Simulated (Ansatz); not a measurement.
# A frame of liquid hydrogen fluoride from 293 K (112 atoms): geometry optimisation, part 3 of 3

Wanted: the relaxed structure of a frame of liquid hydrogen fluoride from 293 K (112 atoms) and its electronic structure.

Ansatz 0.2.0; Kohn-Sham DFT, PBE, PAW (set soft_2), plane waves.

The cell: 56 F and 56 H. The starting topology of bonds comes from the classical model. The Brillouin zone is sampled at Γ only, in a cell whose shortest periodic width is 12 Å.

So far, density (g/cm³): step 4 (local order after relaxation) 1.01.

### Step 5. Single point at the relaxed geometry

One more single point at the end of the walk gives the fuller output and checks the residual forces.

input.yaml reads:

```yaml
crystal:
  lattice:
    - [12.25582, 0.0, 0.0]
    - [0.0, 12.25582, 0.0]
    - [0.0, 0.0, 12.25582]
  atoms:
    - { symbol: F, position: [0.21724, 0.49494, 0.39596] }
    - { symbol: H, position: [0.2715, 0.53659, 0.35257] }
    - { symbol: F, position: [0.1443, 0.51718, 0.10435] }
    - { symbol: H, position: [0.10243, 0.45504, 0.07421] }
    - { symbol: F, position: [0.82672, 0.85403, 0.53791] }
    - { symbol: H, position: [0.75494, 0.88526, 0.55976] }
    - { symbol: F, position: [0.70909, 0.52468, 0.79001] }
    - { symbol: H, position: [0.6903, 0.60297, 0.7984] }
    - { symbol: F, position: [0.93629, 0.71532, 0.04406] }
    - { symbol: H, position: [0.87231, 0.66583, 0.04074] }
    - { symbol: F, position: [0.01435, 0.57566, 0.5741] }
    - { symbol: H, position: [0.94809, 0.61839, 0.59271] }
    - { symbol: F, position: [0.07204, 0.77962, 0.41708] }
    - { symbol: H, position: [0.03539, 0.72535, 0.36952] }
    - { symbol: F, position: [0.11004, 0.35789, 0.30152] }
    - { symbol: H, position: [0.1549, 0.41415, 0.33858] }
    - { symbol: F, position: [0.64946, 0.07904, 0.71307] }
    - { symbol: H, position: [0.64729, 0.15111, 0.67596] }
    - { symbol: F, position: [0.91269, 0.31979, 0.61794] }
    - { symbol: H, position: [0.91305, 0.24025, 0.63226] }
    - { symbol: F, position: [0.34401, 0.43529, 0.89814] }
    - { symbol: H, position: [0.38189, 0.36562, 0.91348] }
    - { symbol: F, position: [0.77273, 0.41841, 0.10698] }
    - { symbol: H, position: [0.77051, 0.35498, 0.05682] }
    - { symbol: F, position: [0.8336, 0.54659, 0.37652] }
    - { symbol: H, position: [0.84578, 0.47005, 0.40031] }
    - { symbol: F, position: [0.65048, 0.92393, 0.59192] }
    - { symbol: H, position: [0.65125, 0.98861, 0.64115] }
    - { symbol: F, position: [0.04762, 0.03267, 0.75559] }
    - { symbol: H, position: [0.08658, 0.07613, 0.81173] }
    - { symbol: F, position: [0.13971, 0.80734, 0.91067] }
    - { symbol: H, position: [0.17523, 0.74172, 0.94176] }
    - { symbol: F, position: [0.2314, 0.64666, 0.98233] }
    - { symbol: H, position: [0.1933, 0.59336, 0.02967] }
    - { symbol: F, position: [0.63975, 0.6668, 0.23645] }
    - { symbol: H, position: [0.6359, 0.68356, 0.31528] }
    - { symbol: F, position: [0.05479, 0.19905, 0.40696] }
    - { symbol: H, position: [0.0777, 0.26391, 0.36447] }
    - { symbol: F, position: [0.16164, 0.92028, 0.13444] }
    - { symbol: H, position: [0.15367, 0.93147, 0.21442] }
    - { symbol: F, position: [0.82052, 0.84036, 0.82003] }
    - { symbol: H, position: [0.89378, 0.80915, 0.80532] }
    - { symbol: F, position: [0.91723, 0.87668, 0.15942] }
    - { symbol: H, position: [0.92384, 0.81115, 0.11295] }
    - { symbol: F, position: [0.73559, 0.08167, 0.41216] }
    - { symbol: H, position: [0.80888, 0.08661, 0.37786] }
    - { symbol: F, position: [0.4119, 0.10776, 0.82667] }
    - { symbol: H, position: [0.44301, 0.0372, 0.85041] }
    - { symbol: F, position: [0.39235, 0.76885, 0.8291] }
    - { symbol: H, position: [0.42199, 0.69687, 0.85042] }
    - { symbol: F, position: [0.43801, 0.26665, 0.94341] }
    - { symbol: H, position: [0.42849, 0.20106, 0.89738] }
    - { symbol: F, position: [0.77172, 0.26174, 0.98549] }
    - { symbol: H, position: [0.71775, 0.20289, 0.99934] }
    - { symbol: F, position: [0.46635, 0.5902, 0.87611] }
    - { symbol: H, position: [0.41505, 0.52835, 0.88518] }
    - { symbol: F, position: [0.25943, 0.04807, 0.02029] }
    - { symbol: H, position: [0.22105, 0.99658, 0.06957] }
    - { symbol: F, position: [0.63613, 0.12104, 0.0172] }
    - { symbol: H, position: [0.66016, 0.04466, 0.02889] }
    - { symbol: F, position: [0.14132, 0.14105, 0.89202] }
    - { symbol: H, position: [0.18933, 0.10124, 0.94387] }
    - { symbol: F, position: [0.44243, 0.90382, 0.39768] }
    - { symbol: H, position: [0.50895, 0.93485, 0.36387] }
    - { symbol: F, position: [0.91198, 0.09036, 0.3239] }
    - { symbol: H, position: [0.97043, 0.13566, 0.35729] }
    - { symbol: F, position: [0.69512, 0.93428, 0.0475] }
    - { symbol: H, position: [0.63943, 0.88244, 0.07468] }
    - { symbol: F, position: [0.5621, 0.80287, 0.11436] }
    - { symbol: H, position: [0.59398, 0.74775, 0.16398] }
    - { symbol: F, position: [0.60335, 0.97767, 0.30828] }
    - { symbol: H, position: [0.65736, 0.01986, 0.35156] }
    - { symbol: F, position: [0.32517, 0.69374, 0.53911] }
    - { symbol: H, position: [0.26729, 0.6656, 0.58863] }
    - { symbol: F, position: [0.66536, 0.7172, 0.8095] }
    - { symbol: H, position: [0.72985, 0.76568, 0.81373] }
    - { symbol: F, position: [0.77692, 0.59984, 0.0284] }
    - { symbol: H, position: [0.77599, 0.52494, 0.05942] }
    [... 28 atom lines left out ...]
    - { symbol: F, position: [0.8475, 0.67375, 0.61372] }
    - { symbol: H, position: [0.83946, 0.74766, 0.58049] }
    - { symbol: F, position: [0.35301, 0.59486, 0.29242] }
    - { symbol: H, position: [0.34368, 0.67522, 0.28914] }
    - { symbol: F, position: [0.1363, 0.94554, 0.32854] }
    - { symbol: H, position: [0.10928, 0.87809, 0.36384] }
kpoints:
  mp_grid: { grid: [1, 1, 1] }
hamiltonian:
  xc: pbe
scf:
  occupations: { method: fermi_dirac, width: 0.025 }
output:
  forces: true
  stress: true
  populations: true
  dos:
    method: { smearing: { sigma: 0.1 } }
    de: 0.1
    projected: { site_lists: { F: [F], H: [H] } }
  eigenvalues: true
  write_density: true
  write_potential: true
  volumetric_format: npy
```

Started as:

```
$ ansatz run input.yaml --threads 4 --pin off --max-ram 8192MiB --backend cpu --events-out ev --progress --plain --runs-dir out
```

Numbers of over 12 decimals in the logs are rounded to 6 here.

Output:

```text
[...]
Crystal: 112 atoms, lattice volume = 1840.887 Å³
Basis set: ecut = 420 eV, 36041 PW (Γ), exchange–correlation on 180×180×180 points (8 copies of the dense FFT grid, shifted against one another)
Bands: 336, of which v1, the nominal top of the filled ones, is band 224 counted from 1 (223 counted from 0)
Symmetry: 1 space group operations
[...]
k-points: 1
[...]
SCF iter   1: F=—  HF=-46178.797851 eV  |F-HF|=—  |Δ(HF+E_count)|=         —  Δρ=3.23e-3  dr2=1.13e-1  ethr=1.77e-3  ⟨swp⟩=6.0  Hψ=1402  notcnv=0  defer=48
[...]
SCF iter   9: F=-46178.731976 eV  HF=-46178.731976 eV  |F-HF|=2.02e-7  |Δ(HF+E_count)|=   6.37e-7  Δρ=1.24e-6  dr2=2.16e-8  ethr=2.23e-11  ⟨swp⟩=23.0  Hψ=3406  notcnv=0
SCF 1 converged in 9 iterations: F = -46178.731976 eV  dr2 = 2.16e-8
[...]
WARN: The output density's exchange-correlation potential varies sharply where the density is thin. Do not read a vacuum level from v_tot or v_xc, or from such a field of the output density. On a cell that repeats whose density bears no net charge and no dipole along the vacuum's axis use v_es (v_loc + v_h of the components); [...]
SCF converged after 9 iterations
Free energy (F): -46178.731976 eV
[...]
Internal energy: -46178.731976 eV  (E = F + TS)
E sigma→0 (E₀):  -46178.731976 eV
Fermi energy:    -2.670385 eV
[...]
--- Forces (eV/Å), atoms counted from 1 ---
  atom   1  F      0.00015459    -0.00122275    -0.00136118
  atom   2  H      0.00047389     0.00036596    -0.00055810
  atom   3  F     -0.00064826    -0.00004504    -0.00263550
  atom   4  H      0.00279655     0.00131410     0.00480570
  atom   5  F     -0.00069055     0.00013215     0.00093481
  atom   6  H      0.00114880     0.00113559     0.00041612
  atom   7  F     -0.00073045     0.00335968     0.00059000
  atom   8  H      0.00050749    -0.00130438    -0.00152201
  atom   9  F     -0.00042092     0.00246873     0.00139336
  atom  10  H     -0.00304059    -0.00373147    -0.00201466
  atom  11  F      0.00270451    -0.00161854    -0.00047451
  atom  12  H     -0.00302982     0.00185227     0.00045242
  atom  13  F     -0.00608989    -0.00698658    -0.00759394
  atom  14  H      0.00431859     0.00581648     0.00375114
[...]
atom 111  F      0.00038816     0.00140114    -0.00045227
  atom 112  H      0.00040153    -0.00109467    -0.00006388
  max |Σ_I F_I| component: 2.17e-5 eV/Å
--- Stress (GPa, compression-positive) ---
        0.026100      -0.044799      -0.011681
       -0.044799      -0.127132       0.013351
       -0.011681       0.013351       0.012642
  P = ⅓ Tr σ = -0.0295 GPa (-0.295 kbar)
--- Band table (eV) ---
[...]
--- Löwdin populations: 112 sites ---
  site symbol       q [e]
     0      F      7.4271
     1      H      0.5224
     2      F      7.4256
[...]
111      H      0.5212
  spilling = 0.006490 (of n_electrons = 448.000000)
```

The job ended after 14 s (4 threads of Intel Xeon Platinum 8488C (Sapphire Rapids), shared host; peak memory 2.2 GiB).

The program notes that the exchange-correlation potential is rough where the density is thin.

Numbers from this run:

| Property | Result |
| --- | --- |
| free energy | -46178.7320 eV |
| free energy per atom | -412.3101 eV/atom |
| SCF cycles | 9 |
| pressure | -0.02946 GPa |
| r.m.s. force component | 0.00422 eV/Å |
| longest force | 0.03586 eV/Å |
| Fermi energy | -2.67 eV |
| gap (highest filled to lowest empty level) | 7.76 eV |
| spilling of the projection | 0.00649 |

Löwdin charges by element (they lack the spilled electrons, 0.026 e an atom on average):

| element | coordination | atoms | mean charge (e) | spread | least | most |
| --- | --- | --- | --- | --- | --- | --- |
| F | all | 56 | -0.425 | 0.0027 | -0.430 | -0.419 |
| H | all | 56 | 0.477 | 0.0021 | 0.470 | 0.481 |

States in the cell by windows of 1 eV, zero at the Fermi level; the larger projections on atomic orbitals stand beside the total:

| from (eV) | to (eV) | total | F p | H s |
| --- | --- | --- | --- | --- |
| -18 | -10 | 0.0 | 0.0 | 0.0 |
| -10 | -9 | 40.7 | 30.4 | 8.1 |
| -9 | -8 | 23.8 | 18.7 | 3.4 |
| -8 | -7 | 31.5 | 26.1 | 2.7 |
| -7 | -6 | 16.0 | 13.8 | 0.9 |
| -6 | -5 | 8.0 | 7.9 | 0.0 |
| -5 | -4 | 209.9 | 208.7 | 0.3 |
| -4 | -3 | 6.1 | 6.1 | 0.0 |
| -3 | 3 | 0.0 | 0.0 | 0.0 |
| 3 | 4 | 2.0 | 0.1 | 1.3 |
| 4 | 5 | 3.3 | 0.2 | 1.9 |

Between -26 and -18 eV lie 112 more states.

The levels nearest the highest filled one (over half full), pooled over k-points and spins:

| level less the highest filled one (eV) | occupation |
| --- | --- |
| -0.137 | 2 |
| -0.133 | 2 |
| -0.0983 | 2 |
| -0.0787 | 2 |
| -0.0705 | 2 |
| 0 | 2 |
| 7.76 | 0 |
| 8.88 | 0 |
| 8.93 | 0 |
| 8.97 | 0 |
| 9.02 | 0 |
| 9.07 | 0 |

Valence density in the bc plane at fractional x = 0.636, with atoms of F and H within 0.2 Å of it. It is the smooth field of the valence electrons, not physical close to the nuclei.

Ten steps, logarithmic in the rise over the least value, from '0' (0 e/Å³) to '9' (11 e/Å³), each cell a mean:
```
01357531000000000000000000000000111
00112110000000000000000000000000000
00000000000000000000000122100000000
00000000000000000111101356521000000
00111000000001122232212478731000000
14664200000013344332111345420000000
36996421111123443211000011100000001
35776533555422211000000000000001222
33333236897421000000000000000125665
21000125886310000000000000000148985
10000002342100000000000000000136764
00000000000000000000000122100012221
00000000000000000000002467531000000
00000000000000000000002699841000000
32110000000000000000001467631000122
64200000000000000000001343210001356
74200000000000000000013553100001478
42100000000000000000147885200000245
10000000000000000000148985210000011
00000000000000000000024543221100000
00000000000000000000000111222211100
11122210000000000000000000123334332
23468641000000000000000000011235543
23589852000000000000000000000013332
```
Columns run along b (12.3 Å), rows up along c (12.3 Å). Atoms in or near the plane, at fractional coordinates: F at (0.08, 0.71), H at (0.15, 0.68), F at (0.92, 0.59), H at (0.99, 0.64), F at (0.67, 0.24), H at (0.68, 0.32), F at (0.12, 0.02), H at (0.88, 0.07), F at (0.72, 0.43), H at (0.45, 0.76), F at (0.25, 0.62).

Electrostatic potential energy in the bc plane at fractional x = 0.636, with atoms of F and H within 0.2 Å of it. With pseudopotentials it is smooth inside the atoms' cores, unlike the true potential.

Ten even steps from '0' (-39 eV) to '9' (4 eV), each cell a mean:
```
99853589999999999999999999999999999
99999999999999999999999999999999999
99999999999999999999999999999999999
99999999999999999999999854699999999
99999999999999988899888710389999999
98558999999999731789999976899999999
93002789998888866899999999999999999
75212048654378999999999999999999987
38887674001589999999999999999996431
89999996103899999999999999999981004
99999999889999999999999999999995248
99999999999999999999999999999999999
99999999999999999999999732599999999
99999999999999999999999500189999999
77899999999999999999999732599999998
13899999999999999999998647999999963
17999999999999999999997216999999830
79999999999999999999982006999999986
99999999999999999999981005999999999
99999999999999999999998678789999999
99999999999999999999999998889988999
99999999999999999999999999999843789
86631489999999999999999999999843578
84300069999999999999999999999998889
```
Columns run along b (12.3 Å; values clipped at the 3rd and 97th percentile), rows up along c (12.3 Å). Atoms in or near the plane, at fractional coordinates: F at (0.08, 0.71), H at (0.15, 0.68), F at (0.92, 0.59), H at (0.99, 0.64), F at (0.67, 0.24), H at (0.68, 0.32), F at (0.12, 0.02), H at (0.88, 0.07), F at (0.72, 0.43), H at (0.45, 0.76), F at (0.25, 0.62).

Mean Löwdin charges: F -0.43, H +0.48 e (they miss 0.65 % of the electrons, so they add up to more than the cell's charge). The largest share in the top eV of filled states is F p (100 % of the projected weight), and in the lowest eV of empty states H s (79 % of the projected weight).

Local excerpt of 14 atoms (numbers count through the whole input) about F67, picked at random; x, y, z are measured from there.

| atom | x | y | z | distance (Å) | Löwdin charge (e) |
| --- | --- | --- | --- | --- | --- |
| F67 | 0.00 | 0.00 | 0.00 | 0.00 | -0.42 |
| H68 | -0.68 | -0.64 | 0.33 | 0.99 | 0.48 |
| H60 | -0.43 | 1.35 | -0.23 | 1.44 | 0.48 |
| F59 | -0.72 | 2.29 | -0.37 | 2.43 | -0.43 |
| F69 | -1.63 | -1.61 | 0.82 | 2.43 | -0.42 |
| H92 | 2.74 | 0.55 | 0.64 | 2.86 | 0.48 |
| H70 | -1.24 | -2.29 | 1.43 | 2.97 | 0.48 |
| F91 | 2.75 | 1.40 | 0.14 | 3.09 | -0.43 |
| F43 | 2.72 | -0.71 | 1.37 | 3.13 | -0.42 |
| F83 | -2.52 | -0.01 | -2.00 | 3.22 | -0.43 |
| H44 | 2.80 | -1.51 | 0.80 | 3.28 | 0.48 |
| H54 | 0.28 | 3.29 | -0.59 | 3.36 | 0.48 |
| F41 | 1.54 | -1.15 | -2.79 | 3.39 | -0.43 |
| F71 | -1.12 | 0.53 | 3.20 | 3.43 | -0.43 |

### Step 6. Other settings

Changed here: scf.occupations.method = "tetrahedron" and scf.occupations.width removed.

input.yaml reads:

```yaml
crystal:
  lattice:
    - [12.25582, 0.0, 0.0]
    - [0.0, 12.25582, 0.0]
    - [0.0, 0.0, 12.25582]
  atoms:
    [... the 112 atom lines of step 2 ...]
kpoints:
  mp_grid: { grid: [1, 1, 1] }
hamiltonian:
  xc: pbe
scf:
  occupations: { method: tetrahedron }
output:
  forces: true
  stress: true
  populations: true
  dos:
    method: { smearing: { sigma: 0.1 } }
    de: 0.1
    projected: { site_lists: { F: [F], H: [H] } }
  eigenvalues: true
```

Output:

```text
Warning: scf.occupations.method: one k-point leaves the tetrahedra no width, so the bands are filled by fermi_dirac at 0.0002 eV. In a gap the Fermi level, from which typed energy windows count, stands in the middle, and a product that sums over its own mesh keeps the tetrahedra and counts from the valence top. [...]
[...]
Crystal: 112 atoms, lattice volume = 1840.887 Å³
Basis set: ecut = 420 eV, 36041 PW (Γ), exchange–correlation on 180×180×180 points (8 copies of the dense FFT grid, shifted against one another)
Bands: 336, of which v1, the nominal top of the filled ones, is band 224 counted from 1 (223 counted from 0)
Symmetry: 1 space group operations
[...]
k-points: 1
[...]
SCF iter   1: F=—  HF=-46167.605056 eV  |F-HF|=—  |Δ(HF+E_count)|=         —  Δρ=3.97e-3  dr2=2.49e-1  ethr=1.77e-3  ⟨swp⟩=6.0  Hψ=1388  notcnv=0  defer=80
[...]
SCF iter   8: F=-46167.531015 eV  HF=-46167.531015 eV  |F-HF|=1.80e-8  |Δ(HF+E_count)|=   4.31e-8  Δρ=1.66e-6  dr2=2.73e-8  ethr=2.23e-11  ⟨swp⟩=19.0  Hψ=2361  notcnv=0
SCF 1 converged in 8 iterations: F = -46167.531015 eV  dr2 = 2.73e-8
[...]
SCF converged after 8 iterations
Free energy (F): -46167.531015 eV
[...]
Internal energy: -46167.531015 eV  (E = F + TS)
E sigma→0 (E₀):  -46167.531015 eV
Fermi energy:    -2.404068 eV
[...]
--- Forces (eV/Å), atoms counted from 1 ---
  atom   1  F      0.37380690    -0.23921194     0.30579278
  atom   2  H     -0.39725762     0.30672230    -0.00665662
  atom   3  F      0.05169692    -0.00647276     1.54787403
  atom   4  H     -0.11106536    -0.82320660    -0.53276125
  atom   5  F     -0.84993286     1.46386444    -1.28988536
  atom   6  H      0.21803743    -0.23686588     0.45229176
  atom   7  F      0.03351588    -0.48213124     0.96595296
  atom   8  H     -0.19839064    -0.31360219    -0.68124842
  atom   9  F      0.17746182    -0.13015199    -0.11833024
  atom  10  H     -0.08696476     0.20427916     0.30596687
  atom  11  F     -0.39135604    -0.85476044     0.00721219
  atom  12  H     -0.88939576     1.05795079     0.00513625
  atom  13  F      1.23396684    -0.82388904     1.33520560
  atom  14  H     -1.05758641    -0.26959798    -0.59292101
[...]
atom 111  F      0.91115770     1.44130561     0.46003065
  atom 112  H     -0.66677944    -0.55974726    -0.22839463
  max |Σ_I F_I| component: 1.28e-4 eV/Å
--- Stress (GPa, compression-positive) ---
        3.574466       1.065499       0.253956
        1.065499       4.390138      -1.181032
        0.253956      -1.181032       2.747983
  P = ⅓ Tr σ = 3.5709 GPa (35.709 kbar)
--- Band table (eV) ---
[...]
--- Löwdin populations: 112 sites ---
  site symbol       q [e]
     0      F      7.4193
     1      H      0.5095
     2      F      7.4002
[...]
111      H      0.5114
  spilling = 0.006761 (of n_electrons = 448.000000)
```

Elapsed: 12 s, on 4 threads; peak memory 2.1 GiB; 45 s of CPU time.

Notices of the run: tetrahedra set aside.

Geometry and reference: those of the single point at the start.

The program set the tetrahedra aside and kept another filling, so they aren't tested. Forces differ from those of the single point at the start by 0.002 meV/Å r.m.s., 2.0e-4 % of their size. It took 0.96 times the reference's time (shared host, so rough).

### Step 7. Summary of results

```
energy change in the relaxation                  : -100 meV/atom
r.m.s. displacement                              : 1.61 Å
largest displacement                             : 2.848 Å
free energy per atom                             : -412.3101 eV/atom
pressure                                         : -0.02946 GPa
r.m.s. force component                           : 0.00422 eV/Å
gap (highest filled to lowest empty level) : 7.76 eV
wall time of the 4 DFT runs                      : 5.3 min
```

**Reading.** Relaxation lowers the energy by 100 meV/atom and moves atoms by 1.6 Å r.m.s.; the r.m.s. force component goes from 0.80 to 0.0042 eV/Å, the pressure goes from 3.6 to -0.029 GPa, and the gap from 7.42 to 7.76 eV. First to last step the energy falls by 11.201 eV; the largest move, 2.85 Å, is that of F103. Between filled and empty levels lie 7.76 eV (at Γ alone); a semilocal functional tends to put such gaps too low. In a disordered cell it changes from sample to sample and from frame to frame.

Caveats: The starting topology of bonds comes from the classical model; in DFT atoms moved by 1.6 Å r.m.s.

[Logs are printed without paths, hosts, clocks, repeated set-up lines and the standing remarks that a program may print on its own settings, such as how far it seeks lower states.]

[Hosts, paths, dates, database ids (printed as entryN), source tags and the programs' standing remarks are cut or masked in the printed files.]
